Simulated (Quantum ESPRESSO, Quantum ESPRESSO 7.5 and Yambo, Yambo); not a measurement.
# InF3 (R-3c): one start, several treatments of the self-energy

How much does the gap of InF3 (R-3c) depend on the approximation to the self-energy?

Calculated with Quantum ESPRESSO 7.5 and Yambo 5.3.0; LDA and many-body steps on it, plane waves.

Report form: the programs' logs are mostly left out.

### 1. The starting structure

It takes space group R-3c (No. 167, trigonal). Conventional cell: a = 5.204 Å, b = 5.204 Å, c = 14.723 Å, α = 90.00°, β = 90.00°, γ = 120.00°. Nearest to In lie 6 F at 2.08 Å. Nearest to F lie 2 In at 2.08 Å. Farther neighbours and most contacts between anions are not listed.

The cell and positions are those that the Materials Project relaxed with its own functionals (PBE, PBE+U or r2SCAN), kept fixed.

### 2. Empty states on the mesh, 4×4×4 mesh, 265 bands

This step: Quantum ESPRESSO 7.5; DFT, LDA, plane waves, norm-conserving pseudopotentials.

The sums over transitions need many empty states on a uniform mesh; this step solves for them.

pw.in reads:

```
&control
  calculation = 'nscf'
  prefix = 'x'
  outdir = 'o'
  pseudo_dir = 'pseudo'
/
&system
  ibrav = 0
  nat = 8
  ntyp = 2
  ecutwfc = 80.0
  nbnd = 265
  force_symmorphic = .true.
/
&electrons
  conv_thr = 1e-9
  electron_maxstep = 80
  diago_full_acc = .true.
  diago_thr_init = 5e-6
/
ATOMIC_SPECIES
  In 114.82 In.upf
  F 18.998 F.upf
CELL_PARAMETERS angstrom
  2.6021411829 1.5023469124 4.9075061345
  -2.6021411829 1.5023469124 4.9075061345
  0.0000000000 -3.0046938249 4.9075061345
ATOMIC_POSITIONS crystal
  In 0.5000000000 0.5000000000 0.5000000000
  In 0.0000000000 0.0000000000 0.0000000000
  F 0.3957092200 0.7500000000 0.1042907800
  F 0.7500000000 0.1042907800 0.3957092200
  F 0.8957092200 0.6042907800 0.2500000000
  F 0.2500000000 0.8957092200 0.6042907800
  F 0.6042907800 0.2500000000 0.8957092200
  F 0.1042907800 0.3957092200 0.7500000000
K_POINTS automatic
  4 4 4 0 0 0
```

Started as:

```bash
OMP_NUM_THREADS=1 mpirun -n 4 pw.x -nk 4 -in pw.in > pw.out
```

Elapsed: 92 s, on 4 MPI ranks of Arm Neoverse V2, shared host; peak memory 1.1 GiB.

This step gave:

```yaml
gap: 4.009 eV
k_of_the_valence_top: 0, -0.5, -0.5
k_of_the_conduction_bottom: 0, 0, 0
least_direct_gap: 4.042 eV
k_points_computed: 14
lowest_point_of_the_top_converged_band_above_the_valence_top: 88.0993 eV
```

On this mesh the gap is 4.009 eV.

The density comes from a self-consistent run that is not shown.

### 3. Conversion and set-up

This step: Yambo 5.3.0; conversion and set-up on LDA, plane waves, norm-conserving pseudopotentials.

The states are converted to the many-body program's format and the q mesh is built.

Started as:

```bash
(cd o/x.save; p2y > p2y.log; mv SAVE ../..); yambo > setup.log
```

The job ended after 3 s (1 MPI rank; peak memory 0.25 GiB).

### 4. G0W0, Godby-Needs plasmon pole

Now the one-shot GW correction: screening in the RPA, then the self-energy of the levels asked for.

This step: G0W0 on LDA, plane waves, norm-conserving pseudopotentials.

gw2.in reads:

```
HF_and_locXC
gw0
dyson
ppa
em1d
rim_cut
RandQpts= 1000000
RandGvec= 1 RL
EXXRLvcs= 80 Ry
VXCRLvcs= 320 Ry
Chimod= "HARTREE"
% BndsRnXp
 1 | 133 |
%
NGsBlkXp= 7 Ry
% LongDrXp
 1 | 1 | 1 |
%
% GbndRnge
 1 | 133 |
%
DysSolver= "n"
ExtendOut
PPAPntXp= 27.21138 eV
% QPkrange
 7 | 7 | 41 | 44 |
 1 | 1 | 41 | 44 |
%
```

Started as:

```bash
OMP_NUM_THREADS=2 mpirun -n 2 yambo -F gw2.in -J gw2 -C gw2 > gw2.log
```

Wall time 11 min (2 MPI ranks); peak memory 3.2 GiB.

Numbers from this step:

| Property | Result |
| --- | --- |
| G0W0 gap on the points computed | 7.798 eV |
| starting gap on the mesh | 4.009 eV |
| k of the valence top | 0, -0.5, -0.5 |
| k of the conduction bottom | 0, 0, 0 |
| least direct G0W0 gap on the computed points | 7.847 eV |
| Z at the valence top | 0.7980 |
| Z at the conduction bottom | 0.8692 |

The gap on the mesh goes from 4.01 eV to 7.80 eV, a correction of +3.79 eV.

### 5. One-shot COHSEX

This step: one-shot COHSEX on LDA, plane waves, norm-conserving pseudopotentials.

gw4.in reads:

```
HF_and_locXC
gw0
dyson
cohsex
em1s
rim_cut
RandQpts= 1000000
RandGvec= 1 RL
EXXRLvcs= 80 Ry
VXCRLvcs= 320 Ry
Chimod= "HARTREE"
% BndsRnXs
 1 | 133 |
%
NGsBlkXs= 7 Ry
% LongDrXs
 1 | 1 | 1 |
%
% GbndRnge
 1 | 133 |
%
DysSolver= "n"
ExtendOut
% QPkrange
 7 | 7 | 41 | 44 |
 1 | 1 | 41 | 44 |
%
```

Started as:

```bash
OMP_NUM_THREADS=2 mpirun -n 2 yambo -F gw4.in -J gw4 -C gw4 > gw4.log
```

Elapsed: 10 min, on 2 MPI ranks; peak memory 3.2 GiB; 37 min of CPU time.

This step gave:

```yaml
quasiparticle_gap_on_the_points_computed: 8.766 eV
starting_gap_on_the_mesh: 4.009 eV
k_of_the_valence_top: 0, -0.5, -0.5
k_of_the_conduction_bottom: 0, 0, 0
least_direct_quasiparticle_gap_on_the_computed_points: 8.906 eV
z_at_the_valence_top: 1
z_at_the_conduction_bottom: 1
```

Against G0W0 in Yambo (4×4×4 mesh, 133 bands, screening to 95.2 eV, Godby-Needs plasmon pole), the gap moves by +0.969 eV.

### 6. One-shot Hartree-Fock

This step: one-shot Hartree-Fock on LDA, plane waves, norm-conserving pseudopotentials.

gw5.in reads:

```
HF_and_locXC
rim_cut
RandQpts= 1000000
RandGvec= 1 RL
EXXRLvcs= 80 Ry
VXCRLvcs= 320 Ry
% QPkrange
 7 | 7 | 41 | 44 |
 1 | 1 | 41 | 44 |
%
```

Started as:

```bash
OMP_NUM_THREADS=2 mpirun -n 2 yambo -F gw5.in -J gw5 -C gw5 > gw5.log
```

The job ended after 29 s (2 MPI ranks; peak memory 3.2 GiB).

This step gave:

* quasiparticle gap on the mesh: 16.09 eV
* starting gap on the mesh: 4.009 eV
* k of the valence top: 0, -0.5, -0.5
* k of the conduction bottom: 0, 0, 0
* least direct quasiparticle gap on the computed points: 16.66 eV

Against G0W0 in Yambo (4×4×4 mesh, 133 bands, screening to 95.2 eV, Godby-Needs plasmon pole), the gap moves by +8.293 eV.

### 7. Side by side

Times are wall times on 2 MPI ranks of Arm Neoverse V2, shared host, good to a factor of about two.

```
                           run   mesh  bands  screening cutoff (eV)  DFT gap (eV)  gap on the mesh (eV)  direct (eV)    time
G0W0, Godby-Needs plasmon pole  4×4×4    133                   95.2         4.009                 7.798        7.847  11 min
               one-shot COHSEX  4×4×4    133                   95.2         4.009                 8.766        8.906  10 min
         one-shot Hartree-Fock  4×4×4      -                      -         4.009                16.091       16.662    29 s
```

### 8. Outcome

* G0W0, Godby-Needs plasmon pole: 7.798 eV
* one-shot COHSEX: 8.766 eV
* one-shot Hartree-Fock: 16.091 eV
* known limits: not at the basis limit; no spin-orbit coupling

What this shows: One-shot COHSEX: +0.969 eV against G0W0, Godby-Needs plasmon pole. One-shot Hartree-Fock: +8.293 eV against G0W0, Godby-Needs plasmon pole. Bare exchange alone opens the gap to 16.09 eV; against G0W0, correlation takes back 8.29 eV. Static COHSEX lies above G0W0: it lacks the factor Z and overstates the Coulomb hole of the filled states. Bands and cutoff are finite, so the gap is not at the basis limit. The miss can reach some tenths of an eV and take either sign; the mesh is an error of its own. The many-body steps are scalar-relativistic: spin-orbit coupling is not in them.

[Paths, hosts, dates, memory and timing lines, banners, echoed tables and standing remarks are left out of the program output.]

[Logs are printed without paths, hosts, clocks, repeated set-up lines and the standing remarks that a program may print on its own settings, such as how far it seeks lower states.]

[Runs of the session that timed out or met a known fault of the program may be left out.]

[Hosts, paths, dates, database ids (printed as entryN), source tags and the programs' standing remarks are cut or masked in the printed files.]
